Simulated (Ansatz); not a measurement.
# In2Au (Fm-3m): Grüneisen parameters

Aim: how the phonons of In2Au (Fm-3m) shift with volume, and the thermal expansion that follows.

Calculated with Ansatz 0.2.0; DFT PBEsol, scalar-relativistic, plane waves, PAW; PAW set soft_1.

Report form: inputs, costs, results and the conclusion, without the logs.

The database entry behind the starting cell differs from other determinations of this structure, so it need not match the best structure at room temperature.

### Step 1. The starting structure

It takes space group Fm-3m (No. 225, cubic). The conventional cell has a = 6.538 Å, b = 6.538 Å, c = 6.538 Å, α = 90.00°, β = 90.00°, γ = 90.00°. Nearest to In lie 4 Au at 2.83 Å. Nearest to Au lie 8 In at 2.83 Å. Farther neighbours, and contacts between anions beyond the nearest, are not listed.

As a file:

```cif
data_structure
_symmetry_space_group_name_H-M 'Fm-3m'
_symmetry_Int_Tables_number 225
_cell_length_a 6.5384
_cell_length_b 6.5384
_cell_length_c 6.5384
_cell_angle_alpha 90.000
_cell_angle_beta 90.000
_cell_angle_gamma 90.000
_cell_volume 279.53
loop_
_atom_site_label
_atom_site_type_symbol
_atom_site_symmetry_multiplicity
_atom_site_Wyckoff_symbol
_atom_site_fract_x
_atom_site_fract_y
_atom_site_fract_z
_atom_site_occupancy
In1 In 8 c 0.25000 0.75000 0.75000 1
Au1 Au 4 a 0.00000 0.00000 0.00000 1
```

### Step 2. Response at finite wavevector

Stability and thermal properties need the whole zone. Linear response on a 4×4×4 q mesh gives force constants as far as a supercell of that size would.

input.yaml

```yaml
crystal:
  lattice:
    - [0.0, 3.2692238211, 3.2692238211]
    - [3.2692238211, 0.0, 3.2692238211]
    - [3.2692238211, 3.2692238211, 0.0]
  atoms:
    - { symbol: In, position: [0.25, 0.25, 0.25] }
    - { symbol: In, position: [0.75, 0.75, 0.75] }
    - { symbol: Au, position: [0.0, 0.0, 0.0] }
kpoints:
  mp_grid: { grid: [12, 12, 12] }
hamiltonian:
  xc: pbesol
  pseudopotentials: { kind: paw, azcp: { folder: soft_1 }, xc_functional: pbe }
scf:
  occupations: { method: methfessel_paxton, width: 0.2 }
output:
  eigenvalues: true
phonons:
  method: dfpt
  qmesh: [4, 4, 4]
  temperatures: { t_max: 1000, t_step: 50 }
  qpath:
    path:
      - [[0.0, 0.0, 0.0], [0.5, 0.0, 0.5], [0.625, 0.25, 0.625]]
      - [[0.375, 0.375, 0.75], [0.0, 0.0, 0.0], [0.5, 0.5, 0.5], [0.5, 0.25, 0.75], [0.5, 0.0, 0.5]]
    npoints: 10
```

Command:

```console
> ansatz run input.yaml --threads 4 --pin off --max-ram 10240MiB --backend cpu --events-out ev --progress --plain --runs-dir out
```

Elapsed: 12 min, on 4 threads of Arm Neoverse V2, shared host; peak memory 6 GiB.

Numbers from this step:

```
volume per atom                                         : 23.29 Å³
gap on the k-mesh                                       : 0 eV
sum-rule residual before enforcement                    : 2.26e-5 eV/Å²
lowest frequency on the path                            : 0 cm⁻¹
point group                                             : m-3m
highest frequency on path, mesh or solved points        : 148.8 cm⁻¹
mean frequency                                          : 95.3 cm⁻¹
Debye temperature (second moment)                       : 189 K
logarithmic mean frequency                              : 86.6 cm⁻¹
highest optical mode at the zone centre (no LO-TO term) : 120.7 cm⁻¹
lowest optical zone-centre mode                         : 115.9 cm⁻¹
lowest mode on the q mesh (acoustic modes at Γ apart)   : 26.05 cm⁻¹
zero-point energy per atom                              : 17.72 meV
heat capacity at 300 K                                  : 24.45 J/(mol atoms K)
vibrational entropy at 300 K                            : 47.09 J/(mol atoms K)
```

Frequencies (cm⁻¹) solved at each irreducible wavevector; negative means imaginary. Frequencies by wavevector, by row:

| q in reciprocal lattice units | star | mode 1 | mode 2 | mode 3 | mode 4 | mode 5 | mode 6 | mode 7 | mode 8 | mode 9 |
| --- | --- | --- | --- | --- | --- | --- | --- | --- | --- | --- |
| 0 0 0 | 1 | 0 | 0 | 0 | 115.9 | 115.9 | 115.9 | 120.7 | 120.7 | 120.7 |
| 0 0 0.25 | 8 | 26.1 | 26.1 | 61.8 | 98.5 | 107 | 107 | 128.3 | 128.3 | 131.4 |
| 0 0 -0.5 | 4 | 31.5 | 31.5 | 78.7 | 102.2 | 102.2 | 120.2 | 125.4 | 133.6 | 133.6 |
| 0 0.25 0.25 | 6 | 33.2 | 33.2 | 70 | 95.2 | 95.2 | 99 | 128.3 | 138.2 | 138.2 |
| 0 0.25 -0.5 | 24 | 44.9 | 53.6 | 73.8 | 85.8 | 89.4 | 108.5 | 134.2 | 141.6 | 141.7 |
| 0 0.25 -0.25 | 12 | 38.1 | 49.3 | 72.8 | 85.3 | 97.1 | 115.3 | 128.1 | 134.1 | 141.7 |
| 0 -0.5 -0.5 | 3 | 54.6 | 54.6 | 76.6 | 76.6 | 76.8 | 88.7 | 133.3 | 147.1 | 147.1 |
| 0.25 -0.5 -0.25 | 6 | 58.9 | 65.6 | 65.6 | 75.7 | 77.2 | 126.4 | 126.4 | 141 | 148.8 |

Symmetry leaves 8 wavevectors to solve. The lowest mode among them, the acoustic zeros apart, lies at q = (0, 0, 0.25) and is real, 26.1 cm⁻¹.

### Step 3. Relaxing at another volume, volume ratio 0.97

The volume is scaled by 0.97 and held; symmetry leaves nothing to relax, so this is a single point. The modes can then be followed against volume.

input.yaml, the sections that differ from step 2:

```yaml
crystal:
  lattice:
    - [0.0, 3.2361991003, 3.2361991003]
    - [3.2361991003, 0.0, 3.2361991003]
    - [3.2361991003, 3.2361991003, 0.0]
  atoms:
    - { symbol: In, position: [0.25, 0.25, 0.25] }
    - { symbol: In, position: [0.75, 0.75, 0.75] }
    - { symbol: Au, position: [0.0, 0.0, 0.0] }
output:
  forces: true
  stress: true
  eigenvalues: true
# kpoints, hamiltonian, scf: as in step 2
# phonons: removed
```

Wall time 1.8 s (4 threads); peak memory 0.42 GiB.

Numbers from this step:

```
pressure        : 2.242 GPa
volume per atom : 22.60 Å³
```

The run ends at a pressure of 2.24 GPa.

### Step 4. Phonons at the other volume, volume ratio 0.97

The phonons are repeated at this volume on the same meshes, so that differences come from the volume alone.

input.yaml: that of step 3 with these lines changed.

```diff
@@ -17,4 +17,11 @@
 output:
-  forces: true
-  stress: true
   eigenvalues: true
+phonons:
+  method: dfpt
+  qmesh: [4, 4, 4]
+  temperatures: { t_max: 1000, t_step: 50 }
+  qpath:
+    path:
+      - [[0.0, 0.0, 0.0], [0.5, 0.0, 0.5], [0.625, 0.25, 0.625]]
+      - [[0.375, 0.375, 0.75], [0.0, 0.0, 0.0], [0.5, 0.5, 0.5], [0.5, 0.25, 0.75], [0.5, 0.0, 0.5]]
+    npoints: 10
```

It took 12 min on 4 threads; peak memory 5.9 GiB.

This step gave:

* sum-rule residual before enforcement: 1.13e-4 eV/Å²
* highest frequency on path, mesh or solved points: 159.7 cm⁻¹
* mean frequency: 101.8 cm⁻¹
* Debye temperature (second moment): 203 K
* logarithmic mean frequency: 92.2 cm⁻¹
* highest optical mode at the zone centre (no LO-TO term): 130.0 cm⁻¹
* lowest optical zone-centre mode: 123.3 cm⁻¹
* lowest mode on the q mesh (acoustic modes at Γ apart): 26.62 cm⁻¹
* zero-point energy per atom: 18.94 meV
* heat capacity at 300 K: 24.38 J/(mol atoms K)
* vibrational entropy at 300 K: 45.59 J/(mol atoms K)

Frequencies (cm⁻¹) solved at each irreducible wavevector; negative means imaginary. Frequencies by wavevector, by row:

| q in reciprocal lattice units | star | mode 1 | mode 2 | mode 3 | mode 4 | mode 5 | mode 6 | mode 7 | mode 8 | mode 9 |
| --- | --- | --- | --- | --- | --- | --- | --- | --- | --- | --- |
| 0 0 0 | 1 | 0 | 0 | 0 | 123.3 | 123.3 | 123.3 | 130 | 130 | 130 |
| 0 0 0.25 | 8 | 26.6 | 26.6 | 65.2 | 105.7 | 114.4 | 114.4 | 138 | 138 | 140.6 |
| 0 0 -0.5 | 4 | 31.9 | 31.9 | 83.4 | 109.5 | 109.5 | 127.9 | 135.3 | 143.7 | 143.7 |
| 0 0.25 0.25 | 6 | 34.7 | 34.7 | 75.4 | 102 | 102 | 106.2 | 137.7 | 148.1 | 148.1 |
| 0 0.25 -0.5 | 24 | 45.8 | 56.2 | 78.3 | 92.8 | 96.1 | 117 | 143.3 | 151.9 | 152.1 |
| 0 0.25 -0.25 | 12 | 39.1 | 51.7 | 76.8 | 91.9 | 104.6 | 123.5 | 138.1 | 144.3 | 151.3 |
| 0 -0.5 -0.5 | 3 | 55.4 | 55.4 | 83.1 | 83.1 | 83.5 | 97 | 141.1 | 157.6 | 157.6 |
| 0.25 -0.5 -0.25 | 6 | 60.7 | 69 | 69 | 82.4 | 84 | 136.1 | 136.1 | 149.3 | 159.7 |

The highest optical mode at the zone centre (no LO-TO term) is 130.0 cm⁻¹, +9.3 cm⁻¹ against the base run.

### Step 5. Relaxing at another volume, volume ratio 1.03

The volume is scaled by 1.03 and held; symmetry leaves nothing to relax, so this is a single point. The modes can then be followed against volume.

input.yaml, the sections that differ from step 4:

```yaml
crystal:
  lattice:
    - [0.0, 3.301594479, 3.301594479]
    - [3.301594479, 0.0, 3.301594479]
    - [3.301594479, 3.301594479, 0.0]
  atoms:
    - { symbol: In, position: [0.25, 0.25, 0.25] }
    - { symbol: In, position: [0.75, 0.75, 0.75] }
    - { symbol: Au, position: [0.0, 0.0, 0.0] }
output:
  forces: true
  stress: true
  eigenvalues: true
# kpoints, hamiltonian, scf: as in step 4
# phonons: removed
```

Elapsed: 2.2 s, on 4 threads; peak memory 0.43 GiB; 8 s of CPU time.

Numbers from this step:

```yaml
pressure: -1.786 GPa
volume_per_atom: 23.99 Å³
```

The run ends at a pressure of -1.79 GPa.

### Step 6. Phonons at the other volume, volume ratio 1.03

input.yaml: that of step 5 with these lines changed.

```diff
@@ -17,4 +17,11 @@
 output:
-  forces: true
-  stress: true
   eigenvalues: true
+phonons:
+  method: dfpt
+  qmesh: [4, 4, 4]
+  temperatures: { t_max: 1000, t_step: 50 }
+  qpath:
+    path:
+      - [[0.0, 0.0, 0.0], [0.5, 0.0, 0.5], [0.625, 0.25, 0.625]]
+      - [[0.375, 0.375, 0.75], [0.0, 0.0, 0.0], [0.5, 0.5, 0.5], [0.5, 0.25, 0.75], [0.5, 0.0, 0.5]]
+    npoints: 10
```

Elapsed: 13 min, on 4 threads; peak memory 6.2 GiB.

This step gave:

- sum-rule residual before enforcement: 2.61e-5 eV/Å²
- highest frequency on path, mesh or solved points: 138.8 cm⁻¹
- mean frequency: 89.3 cm⁻¹
- Debye temperature (second moment): 177 K
- logarithmic mean frequency: 81.6 cm⁻¹
- highest optical mode at the zone centre (no LO-TO term): 112.1 cm⁻¹
- lowest optical zone-centre mode: 109.4 cm⁻¹
- lowest mode on the q mesh (acoustic modes at Γ apart): 25.61 cm⁻¹
- zero-point energy per atom: 16.6 meV
- heat capacity at 300 K: 24.51 J/(mol atoms K)
- vibrational entropy at 300 K: 48.57 J/(mol atoms K)

The highest optical mode at the zone centre (no LO-TO term) is 112.1 cm⁻¹, -8.6 cm⁻¹ against the base run.

### Step 7. Grüneisen parameters

The Grüneisen parameter of a mode is minus the logarithmic change of its frequency with volume, −d ln ω / d ln V; weighted by heat capacity it gives the expansion.

This step gave:

* bulk modulus: 67.1 GPa

The phonon branches at the labelled points (cm⁻¹):

| point | branch 1 | branch 2 | branch 3 | branch 4 | branch 5 | branch 6 | branch 7 | branch 8 | branch 9 |
| --- | --- | --- | --- | --- | --- | --- | --- | --- | --- |
| Γ | 0 | 0 | 0 | 116 | 116 | 116 | 121 | 121 | 121 |
| halfway | 33 | 33 | 70 | 95 | 95 | 99 | 128 | 138 | 138 |
| X | 55 | 55 | 77 | 77 | 77 | 89 | 133 | 147 | 147 |
| halfway | 54 | 58 | 72 | 77 | 79 | 97 | 135 | 146 | 146 |
| U | 51 | 66 | 66 | 78 | 84 | 110 | 135 | 144 | 145 |
| jump to K | 51 | 66 | 66 | 78 | 84 | 110 | 135 | 144 | 145 |
| halfway | 31 | 37 | 68 | 92 | 105 | 105 | 129 | 130 | 137 |
| Γ | 0 | 0 | 0 | 116 | 116 | 116 | 121 | 121 | 121 |
| halfway | 26 | 26 | 62 | 98 | 107 | 107 | 128 | 128 | 131 |
| L | 32 | 32 | 79 | 102 | 102 | 120 | 125 | 134 | 134 |
| halfway | 43 | 53 | 75 | 87 | 91 | 121 | 128 | 138 | 143 |
| W | 59 | 66 | 66 | 76 | 77 | 126 | 126 | 141 | 149 |
| halfway | 57 | 58 | 72 | 76 | 77 | 104 | 137 | 142 | 148 |
| X | 55 | 55 | 77 | 77 | 77 | 89 | 133 | 147 | 147 |

The same for volume x 0.97:

| point | branch 1 | branch 2 | branch 3 | branch 4 | branch 5 | branch 6 | branch 7 | branch 8 | branch 9 |
| --- | --- | --- | --- | --- | --- | --- | --- | --- | --- |
| Γ | 0 | 0 | 0 | 123 | 123 | 123 | 130 | 130 | 130 |
| X | 55 | 55 | 83 | 83 | 84 | 97 | 141 | 158 | 158 |
| U | 52 | 68 | 71 | 85 | 91 | 120 | 144 | 154 | 155 |
| K | 52 | 68 | 71 | 85 | 91 | 120 | 144 | 154 | 155 |
| Γ | 0 | 0 | 0 | 123 | 123 | 123 | 130 | 130 | 130 |
| L | 32 | 32 | 83 | 110 | 110 | 128 | 135 | 144 | 144 |
| W | 61 | 69 | 69 | 82 | 84 | 136 | 136 | 149 | 160 |
| X | 55 | 55 | 83 | 83 | 84 | 97 | 141 | 158 | 158 |

The same for volume x 1.03:

| point | branch 1 | branch 2 | branch 3 | branch 4 | branch 5 | branch 6 | branch 7 | branch 8 | branch 9 |
| --- | --- | --- | --- | --- | --- | --- | --- | --- | --- |
| Γ | 0 | 0 | 0 | 109 | 109 | 109 | 112 | 112 | 112 |
| X | 54 | 54 | 70 | 71 | 71 | 82 | 127 | 138 | 138 |
| U | 50 | 62 | 63 | 72 | 78 | 102 | 127 | 134 | 136 |
| K | 50 | 62 | 63 | 72 | 78 | 102 | 127 | 134 | 136 |
| Γ | 0 | 0 | 0 | 109 | 109 | 109 | 112 | 112 | 112 |
| L | 32 | 32 | 75 | 95 | 95 | 113 | 116 | 124 | 124 |
| W | 57 | 62 | 62 | 70 | 71 | 117 | 117 | 133 | 139 |
| X | 54 | 54 | 70 | 71 | 71 | 82 | 127 | 138 | 138 |

Mode Grueneisen parameter -dln(w)/dln(V), modes matched by rank; at Γ the acoustic branches take the value of a neighbouring point of the path. Mode grüneisen parameters along the path, in :

| point | branch 1 | branch 2 | branch 3 | branch 4 | branch 5 | branch 6 | branch 7 | branch 8 | branch 9 |
| --- | --- | --- | --- | --- | --- | --- | --- | --- | --- |
| Γ | 1.99 | 1.99 | 1.80 | 1.99 | 1.99 | 1.99 | 2.47 | 2.47 | 2.47 |
| halfway | 1.40 | 1.40 | 2.37 | 2.25 | 2.25 | 2.36 | 2.35 | 2.30 | 2.30 |
| X | 0.49 | 0.49 | 2.74 | 2.69 | 2.77 | 2.72 | 1.78 | 2.27 | 2.27 |
| halfway | 0.53 | 0.80 | 2.60 | 2.84 | 2.63 | 2.68 | 1.84 | 2.31 | 2.29 |
| U | 0.62 | 1.67 | 1.97 | 2.78 | 2.52 | 2.61 | 2.10 | 2.33 | 2.24 |
| jump to K | 0.62 | 1.67 | 1.97 | 2.78 | 2.52 | 2.61 | 2.10 | 2.33 | 2.24 |
| halfway | 0.96 | 1.31 | 1.78 | 2.32 | 2.35 | 2.26 | 2.44 | 2.42 | 2.18 |
| Γ | 2.10 | 1.43 | 1.84 | 1.99 | 1.99 | 1.99 | 2.47 | 2.47 | 2.47 |
| halfway | 0.64 | 0.64 | 1.78 | 2.33 | 2.21 | 2.21 | 2.44 | 2.44 | 2.23 |
| L | 0.16 | 0.16 | 1.84 | 2.30 | 2.30 | 2.08 | 2.55 | 2.42 | 2.42 |
| halfway | 0.73 | 1.55 | 1.83 | 2.59 | 2.43 | 2.35 | 2.50 | 2.18 | 2.37 |
| W | 1.05 | 1.65 | 1.65 | 2.81 | 2.85 | 2.48 | 2.48 | 1.91 | 2.34 |
| halfway | 0.79 | 0.89 | 2.36 | 2.80 | 2.83 | 2.61 | 1.86 | 2.36 | 2.30 |
| X | 0.49 | 0.49 | 2.74 | 2.69 | 2.77 | 2.72 | 1.78 | 2.27 | 2.27 |

(dS/dlnV)/C_V. Table of thermodynamic Grueneisen parameter by temperature:

| temperature (K) | thermodynamic Grueneisen parameter |
| --- | --- |
| 50 | 1.87 |
| 100 | 1.99 |
| 150 | 2.02 |
| 200 | 2.02 |
| 250 | 2.03 |
| 300 | 2.03 |
| 350 | 2.03 |
| 400 | 2.03 |
| 450 | 2.04 |
| 500 | 2.04 |
| 550 | 2.04 |
| 600 | 2.04 |
| 650 | 2.04 |
| 700 | 2.04 |
| 750 | 2.04 |
| 800 | 2.04 |
| 850 | 2.04 |
| 900 | 2.04 |
| 950 | 2.04 |
| 1000 | 2.04 |

Gamma C_V/(B V) at the static volume. Volume expansion against temperature:

| temperature (K) | volume expansion (1e-6/K) |
| --- | --- |
| 50 | 27.8 |
| 100 | 44.6 |
| 150 | 49.5 |
| 200 | 51.4 |
| 250 | 52.3 |
| 300 | 52.8 |
| 350 | 53.1 |
| 400 | 53.3 |
| 450 | 53.4 |
| 500 | 53.5 |
| 550 | 53.6 |
| 600 | 53.6 |
| 650 | 53.7 |
| 700 | 53.7 |
| 750 | 53.8 |
| 800 | 53.8 |
| 850 | 53.8 |
| 900 | 53.8 |
| 950 | 53.8 |
| 1000 | 53.9 |

### Step 8. What came out

```yaml
bulk_modulus: 67.1 GPa
thermodynamic_grueneisen_parameter_at_300_k: 2.032
volume_expansion_at_300_k_estimated: 52.78 × 10⁻⁶ K⁻¹
```

**Reading.** By this estimate the volume grows by 52.8 × 10⁻⁶ per kelvin at 300 K. The highest optical mode at Γ goes from 130 to 112 cm⁻¹ as the cell grows, a Grüneisen parameter of 2.47. Mode parameters on the path run from 0.16 to 2.9, with a median of 2.3. Branches are matched by rank, so values near crossings are rough. The expansion is the Grüneisen estimate at the static volume, with the static bulk modulus. With no gap, or one that is small against the smearing, the frequencies hang on the k mesh and the smearing, most of all near Kohn anomalies. The phonon runs are without spin polarisation, although the cell has an odd electron count. Spin-orbit coupling is left out, which can matter for the heavy elements here. The PAW files were made for PBE and serve the other functionals too. A phonon run warned that its eigensolver left some bands unconverged in a pass.

[Long decimals in the printed logs are rounded to 6 places.]

[Logs are printed without paths, hosts, clocks, repeated set-up lines and the standing remarks that a program may print on its own settings, such as how far it seeks lower states.]

[Hosts, paths, dates, database ids (printed as entryN), source tags and the programs' standing remarks are cut or masked in the printed files.]

[Where the starting crystal was built by hand or by swapping elements, it need not be the compound's stable phase.]
